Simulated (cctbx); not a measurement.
# CeTm4Ir2 with cctbx, script by script

Library: cctbx 2025.11. The data are simulated by the first script.

## 1. Simulate the data

run.py:

```python
from cctbx import adptbx, crystal, miller, sgtbx, xray
from cctbx.array_family import flex
from iotbx.shelx import hklf
from scitbx import matrix
import scitbx.random

cs = crystal.symmetry(unit_cell=(15.903, 6.469, 7.373, 90, 97.67, 90), space_group_symbol='Hall: -C 2yc')  # C2/c
atoms = [  # label, site, U (iso, or U11 U22 U33 U12 U13 U23 in A^2), occupancy
    ("Ir1", (0.1105, 0.2879, 0.0792), 0.0053, 1),
    ("Tm1", (0.2192, 0.5672, 0.325), 0.0062, 1),
    ("Tm2", (0.0892, 0.1216, 0.4214), 0.0055, 1),
    ("Ce1", (0, 0.5757, 0.25), 0.0070, 1),
]
xs = xray.structure(crystal_symmetry=cs)
for label, site, u, occ in atoms:
    u = adptbx.u_cif_as_u_star(cs.unit_cell(), u) if isinstance(u, tuple) else u
    xs.add_scatterer(xray.scatterer(label, site=site, u=u, occupancy=occ))
xs.set_inelastic_form_factors(1.54184, "sasaki")
xs.show_summary()
p1 = xs.expand_to_p1()
ms = miller.build_set(p1, anomalous_flag=True, d_min=0.83)
flex.set_random_seed(157779)
scitbx.random.set_random_seed(157779)
ms = ms.select(flex.random_double(ms.size()) < 0.5)
i = ms.structure_factors_from_scatterers(p1, algorithm="direct").f_calc().as_intensity_array().data()
i = i / flex.sqrt(1 + 0.1 * i / flex.max(i))  # extinction
i = i * 5000 / flex.max(i)
sig = flex.sqrt(i + flex.pow2(0.015 * i) + 2 ** 2)
noise = scitbx.random.variate(scitbx.random.normal_distribution())(i.size())
data = ms.array(data=i + sig * noise, sigmas=sig).set_observation_type_xray_intensity()
with open("data.hkl", "w") as f:
    data.export_as_shelx_hklf(f)
print("reflections written:", data.size(), " <I/sigma> = %.1f" % flex.mean(data.data() / data.sigmas()))
for h, a, b in list(data.sort("data"))[:12]:
    print("%4d%4d%4d %9.1f %7.1f" % (h + (a, b)))
```

```console
$ python run.py
```

```text
Number of scatterers: 4
At special positions: 1
Unit cell: (15.903, 6.469, 7.373, 90, 97.67, 90)
Space group: C 1 2/c 1 (No. 15)
reflections written: 2767  <I/sigma> = 7.2
  -6   0   2    4967.2   103.1
   6   0  -2    4829.3   103.1
  -4   0  -2    3950.8    83.0
 -10   0   0    3621.7    82.6
  -1   1   3    3426.1    78.4
  14   0  -2    3390.7    77.6
   5   5   0    2715.8    65.0
  -5   1  -1    2686.0    66.4
  -3   3   1    2684.0    65.0
  -5  -5   0    2674.9    65.0
  -3  -3   1    2657.4    65.0
   4   2   0    2545.6    62.7
```

Run time: 0.25 s on 1 thread of Arm Neoverse V2, with other jobs on the host, peak memory 0.07 GiB.

## 2. Refinement (right model, isotropic)

run.py:

```python
import math
from cctbx import adptbx, crystal, maptbx, sgtbx, xray
from cctbx.array_family import flex
from cctbx.xray import observations
from iotbx.shelx import hklf
from scitbx.lstbx import normal_eqns_solving
from smtbx import absolute_structure, utils
from smtbx.refinement import constraints, least_squares

cs = crystal.symmetry(unit_cell=(15.903, 6.469, 7.373, 90, 97.67, 90), space_group_symbol='Hall: -C 2yc')  # C2/c
atoms = [  # label, site, U (iso, or U11 U22 U33 U12 U13 U23 in A^2), occupancy
    ("Ir1", (0.1146, 0.2917, 0.0818), 0.0200, 1),
    ("Tm1", (0.2189, 0.5583, 0.3156), 0.0200, 1),
    ("Tm2", (0.0918, 0.1151, 0.4316), 0.0200, 1),
    ("Ce1", (0, 0.5713, 0.25), 0.0200, 1),
]
xs = xray.structure(crystal_symmetry=cs)
for label, site, u, occ in atoms:
    u = adptbx.u_cif_as_u_star(cs.unit_cell(), u) if isinstance(u, tuple) else u
    xs.add_scatterer(xray.scatterer(label, site=site, u=u, occupancy=occ))
xs.set_inelastic_form_factors(1.54184, "sasaki")
raw = hklf.reader(file_name="data.hkl").as_miller_arrays(crystal_symmetry=cs, anomalous=True)[0]
merged = raw.eliminate_sys_absent().merge_equivalents()
fo2 = merged.array().set_observation_type_xray_intensity()
print("Rint %.3f, %d unique reflections to %.2f A" % (merged.r_int(), fo2.size(), fo2.d_min()))
for sc in xs.scatterers():
    sc.flags.set_grad_site(True)
    sc.flags.set_grad_u_aniso(sc.flags.use_u_aniso())
    sc.flags.set_grad_u_iso(sc.flags.use_u_iso())
obs = fo2.as_xray_observations()
extra = {}
rep = constraints.reparametrisation(xs, [], utils.connectivity_table(xs), **extra)
ls = least_squares.crystallographic_ls(obs, rep, weighting_scheme=least_squares.mainstream_shelx_weighting(a=0, b=0))
print("cycle     R1     wR2    GooF  max shift (A)")
for cycle in range(8):
    ls.build_up()
    r1, wr2, goof = ls.r1_factor(cutoff_factor=2)[0], ls.wR2(), ls.goof()
    old = xs.sites_cart()
    normal_eqns_solving.levenberg_marquardt_iterations(ls, n_max_iterations=3, tau=1e-06, step_threshold=1e-7)
    big = flex.max((xs.sites_cart() - old).norms())
    print("%4d %7.4f %7.4f %7.3f %9.5f" % (cycle + 1, r1, wr2, goof, big))
    ls.build_up(objective_only=True)
    if abs(ls.wR2() - wr2) < 5e-5 and big < 5e-4:
        break
ls.build_up()
print("final R1 %.4f wR2 %.4f GooF %.3f  parameters %d  data/parameter %.1f" % (ls.r1_factor(cutoff_factor=2)[0], ls.wR2(), ls.goof(), ls.n_parameters, fo2.size() / ls.n_parameters))
cov = ls.covariance_matrix_and_annotations()
su = dict(zip(cov.annotations, (math.sqrt(max(v, 0)) for v in cov.matrix.matrix_packed_u_diagonal())))
a2 = cs.unit_cell().reciprocal_parameters()[0] ** -2
print("atom        x        y        z      Ueq    occ   su(xyz)  su(Uiso or U11)")
for sc in xs.scatterers():
    s = max(su.get(sc.label + k, 0) for k in (".x", ".y", ".z"))
    npd = "" if sc.is_positive_definite_u(cs.unit_cell()) else "  NPD"
    print("%-5s %8.5f %8.5f %8.5f %8.4f %6.3f %8.5f %7.4f%s" % ((sc.label,) + sc.site + (sc.u_iso_or_equiv(cs.unit_cell()), sc.occupancy, s, su.get(sc.label + ".uiso", su.get(sc.label + ".u11", 0) * a2), npd)))
fo = fo2.f_sq_as_f()
fc = fo.structure_factors_from_scatterers(xs, algorithm="direct").f_calc()
diff = fo.f_obs_minus_f_calc(1 / math.sqrt(ls.scale_factor()), fc).average_bijvoet_mates()
m = diff.fft_map(symmetry_flags=maptbx.use_space_group_symmetry, resolution_factor=0.25).apply_volume_scaling()
print("difference map: max %.2f min %.2f rms %.2f" % (m.statistics().max(), m.statistics().min(), m.statistics().sigma()))
peaks = m.peak_search(parameters=maptbx.peak_search_parameters(min_distance_sym_equiv=0.6, max_clusters=6)).all()
near = xs.closest_distances(peaks.sites(), distance_cutoff=4)
sps = cs.special_position_settings(min_distance_sym_equiv=0.5)
for k, (x, h) in enumerate(zip(peaks.sites(), peaks.heights())):
    ss = sps.site_symmetry(x)
    print("Q%-3d %7.4f %7.4f %7.4f %4d %7.2f  %.2f A from %s" % ((k + 1,) + tuple(t % 1 for t in ss.exact_site()) + (ss.multiplicity(), h, near.smallest_distances[k], xs.scatterers()[near.i_seqs[k]].label)))
```

```console
$ python run.py
```

```text
Rint 0.027, 640 unique reflections to 0.83 A
cycle     R1     wR2    GooF  max shift (A)
   1  0.2308  0.4701  11.706   0.09145
   2  0.0183  0.0378   0.942   0.00001
final R1 0.0183 wR2 0.0378 GooF 0.942  parameters 14  data/parameter 45.7
atom        x        y        z      Ueq    occ   su(xyz)  su(Uiso or U11)
Ir1    0.11052  0.28795  0.07914   0.0050  1.000  0.00006  0.0001
Tm1    0.21921  0.56724  0.32493   0.0059  1.000  0.00008  0.0001
Tm2    0.08924  0.12174  0.42138   0.0052  1.000  0.00008  0.0001
Ce1    0.00000  0.57568  0.25000   0.0065  1.000  0.00012  0.0002
difference map: max 1.43 min -1.45 rms 0.38
Q1    0.0340  0.2971  0.8862    8    1.59  1.35 A from Ce1
Q2    0.1899  0.0599  0.0344    8    1.38  1.66 A from Tm1
Q3    0.0453  0.1553  0.1933    8    1.37  1.66 A from Ir1
Q4    0.0613  0.1563  0.9035    8    1.29  1.66 A from Ir1
Q5    0.1685  0.2171  0.3324    8    1.24  1.62 A from Tm2
Q6    0.1439  0.2561  0.5106    8    1.23  1.34 A from Tm2
```

Time: 0.49 s.

## 3. Refinement (right model, anisotropic)

run.py, as its changes from the last script of this kind:

```diff
@@ -12,4 +12,4 @@
-    ("Ir1", (0.1146, 0.2917, 0.0818), 0.0200, 1),
-    ("Tm1", (0.2189, 0.5583, 0.3156), 0.0200, 1),
-    ("Tm2", (0.0918, 0.1151, 0.4316), 0.0200, 1),
-    ("Ce1", (0, 0.5713, 0.25), 0.0200, 1),
+    ("Ir1", (0.11052, 0.28795, 0.07914), 0.0050, 1),
+    ("Tm1", (0.21921, 0.56724, 0.32493), 0.0059, 1),
+    ("Tm2", (0.08924, 0.12174, 0.42138), 0.0052, 1),
+    ("Ce1", (0, 0.57568, 0.25), 0.0065, 1),
@@ -21,0 +22 @@
+xs.convert_to_anisotropic()
```

```console
$ python run.py
```

```text
Rint 0.027, 640 unique reflections to 0.83 A
cycle     R1     wR2    GooF  max shift (A)
   1  0.0183  0.0378   0.956   0.00015
   2  0.0182  0.0371   0.938   0.00000
final R1 0.0182 wR2 0.0371 GooF 0.938  parameters 32  data/parameter 20.0
atom        x        y        z      Ueq    occ   su(xyz)  su(Uiso or U11)
Ir1    0.11052  0.28795  0.07914   0.0050  1.000  0.00006  0.0002
Tm1    0.21921  0.56722  0.32492   0.0059  1.000  0.00008  0.0003
Tm2    0.08924  0.12176  0.42138   0.0052  1.000  0.00008  0.0002
Ce1    0.00000  0.57569  0.25000   0.0065  1.000  0.00012  0.0004
difference map: max 1.39 min -1.46 rms 0.37
Q1    0.0331  0.2977  0.8836    8    1.55  1.33 A from Ce1
Q2    0.1898  0.0600  0.0337    8    1.37  1.67 A from Tm1
Q3    0.0474  0.1560  0.1949    8    1.33  1.64 A from Ir1
Q4    0.0604  0.1601  0.9021    8    1.28  1.66 A from Ir1
Q5    0.1672  0.2136  0.3324    8    1.25  1.59 A from Tm2
Q6    0.1414  0.2483  0.5130    8    1.24  1.29 A from Tm2
```

Time: 0.46 s.

## 4. Refinement

run.py, as its changes from the last script of this kind:

```diff
@@ -12,2 +12,2 @@
-    ("Ir1", (0.11052, 0.28795, 0.07914), 0.0050, 1),
-    ("Tm1", (0.21921, 0.56724, 0.32493), 0.0059, 1),
+    ("Tm1", (0.11052, 0.28795, 0.07914), 0.0050, 1),
+    ("Ir1", (0.21921, 0.56724, 0.32493), 0.0059, 1),
@@ -36 +36 @@
-for cycle in range(8):
+for cycle in range(12):
```

```console
$ python run.py
```

```text
Rint 0.027, 640 unique reflections to 0.83 A
cycle     R1     wR2    GooF  max shift (A)
   1  0.1844  0.4017  10.150   0.00293
   2  0.0560  0.1412   3.568   0.00022
final R1 0.0561 wR2 0.1412 GooF 3.568  parameters 32  data/parameter 20.0
atom        x        y        z      Ueq    occ   su(xyz)  su(Uiso or U11)
Tm1    0.11048  0.28772  0.07925  -0.0082  1.000  0.00025  0.0007  NPD
Ir1    0.21934  0.56739  0.32494   0.0202  1.000  0.00030  0.0010
Tm2    0.08930  0.12140  0.42112   0.0053  1.000  0.00030  0.0009
Ce1    0.00000  0.57595  0.25000   0.0074  1.000  0.00047  0.0014
difference map: max 9.29 min -6.04 rms 1.23
Q1    0.1123  0.3119  0.0712    8    9.38  0.17 A from Tm1
Q2    0.2384  0.4523  0.2178    8    2.95  1.15 A from Ir1
Q3    0.1959  0.2880  0.1997    8    2.77  1.52 A from Tm1
Q4    0.1722  0.4702  0.0892    8    2.33  1.53 A from Tm1
Q5    0.1507  0.0536  0.6890    8    2.32  2.13 A from Tm2
Q6    0.2536  0.1319  0.3066    8    2.31  1.19 A from Ir1
```

Time: 0.56 s.

This run holds a fault made on purpose: elements exchanged: Ir1 is Tm and Tm1 is Ir.

## 5. Refinement

run.py, as its changes from the last script of this kind:

```diff
@@ -12,2 +12,2 @@
-    ("Tm1", (0.11052, 0.28795, 0.07914), 0.0050, 1),
-    ("Ir1", (0.21921, 0.56724, 0.32493), 0.0059, 1),
+    ("Ir1", (0.11052, 0.28795, 0.07914), 0.0050, 1),
+    ("Tm1", (0.21921, 0.56724, 0.32493), 0.0059, 1),
@@ -24 +24 @@
-merged = raw.eliminate_sys_absent().merge_equivalents()
+merged = raw.eliminate_sys_absent().resolution_filter(d_min=1.6).merge_equivalents()
```

```console
$ python run.py
```

```text
Rint 0.021, 88 unique reflections to 1.60 A
cycle     R1     wR2    GooF  max shift (A)
   1  0.0150  0.0312   1.246   0.00559
   2  0.0123  0.0257   1.029   0.00000
final R1 0.0123 wR2 0.0257 GooF 1.029  parameters 32  data/parameter 2.8
atom        x        y        z      Ueq    occ   su(xyz)  su(Uiso or U11)
Ir1    0.11070  0.28808  0.07876   0.0054  1.000  0.00029  0.0019
Tm1    0.21915  0.56704  0.32465   0.0065  1.000  0.00034  0.0020
Tm2    0.08948  0.12191  0.42200   0.0057  1.000  0.00033  0.0021
Ce1    0.00000  0.57529  0.25000   0.0060  1.000  0.00052  0.0028
difference map: max 0.45 min -0.40 rms 0.12
Q1    0.1290  0.1164  0.9607    8    0.46  1.46 A from Ir1
Q2    0.0607  0.1203  0.2024    8    0.36  1.62 A from Tm2
Q3    0.1260  0.4636  0.8713    8    0.35  1.58 A from Tm1
Q4    0.1574  0.2819  0.4816    8    0.27  1.52 A from Tm2
Q5    0.2254  0.4113  0.1725    8    0.25  1.52 A from Tm1
Q6    0.0000  0.5000  0.0000    4    0.25  1.91 A from Ce1
```

Time: 0.52 s.

This run holds a fault made on purpose: data cut at low resolution.

## 6. Refinement

run.py, as its changes from the last script of this kind:

```diff
@@ -21 +21 @@
-xs.set_inelastic_form_factors(1.54184, "sasaki")
+xs.set_inelastic_form_factors(0.71073, "sasaki")
@@ -24 +24 @@
-merged = raw.eliminate_sys_absent().resolution_filter(d_min=1.6).merge_equivalents()
+merged = raw.eliminate_sys_absent().merge_equivalents()
```

```console
$ python run.py
```

```text
Rint 0.027, 640 unique reflections to 0.83 A
cycle     R1     wR2    GooF  max shift (A)
   1  0.0712  0.1497   3.783   0.00092
   2  0.0284  0.0594   1.501   0.00000
final R1 0.0284 wR2 0.0594 GooF 1.501  parameters 32  data/parameter 20.0
atom        x        y        z      Ueq    occ   su(xyz)  su(Uiso or U11)
Ir1    0.11055  0.28785  0.07922   0.0044  1.000  0.00010  0.0003
Tm1    0.21922  0.56726  0.32494   0.0125  1.000  0.00013  0.0004
Tm2    0.08924  0.12171  0.42137   0.0119  1.000  0.00013  0.0004
Ce1    0.00000  0.57571  0.25000   0.0027  1.000  0.00019  0.0006
difference map: max 2.89 min -2.49 rms 0.63
Q1    0.0000  0.3887  0.7500    4    2.99  0.23 A from Ce1
Q2    0.1133  0.2232  0.0553    8    2.85  0.46 A from Ir1
Q3    0.0118  0.4586  0.8035    8    2.82  0.47 A from Ce1
Q4    0.1250  0.3125  0.0833    8    2.22  0.28 A from Ir1
Q5    0.0324  0.3025  0.8910    8    1.98  1.35 A from Ce1
Q6    0.1895  0.0636  0.0305    8    1.93  1.68 A from Tm1
```

Run time: 0.48 s on 1 thread of Arm Neoverse V2 (shared host), peak memory 0.09 GiB.

This run holds a fault made on purpose: dispersion terms of the wrong wavelength.

[Logs are printed without paths, hosts, clocks, repeated set-up lines and the standing remarks that a program may print on its own settings, such as how far it seeks lower states.]
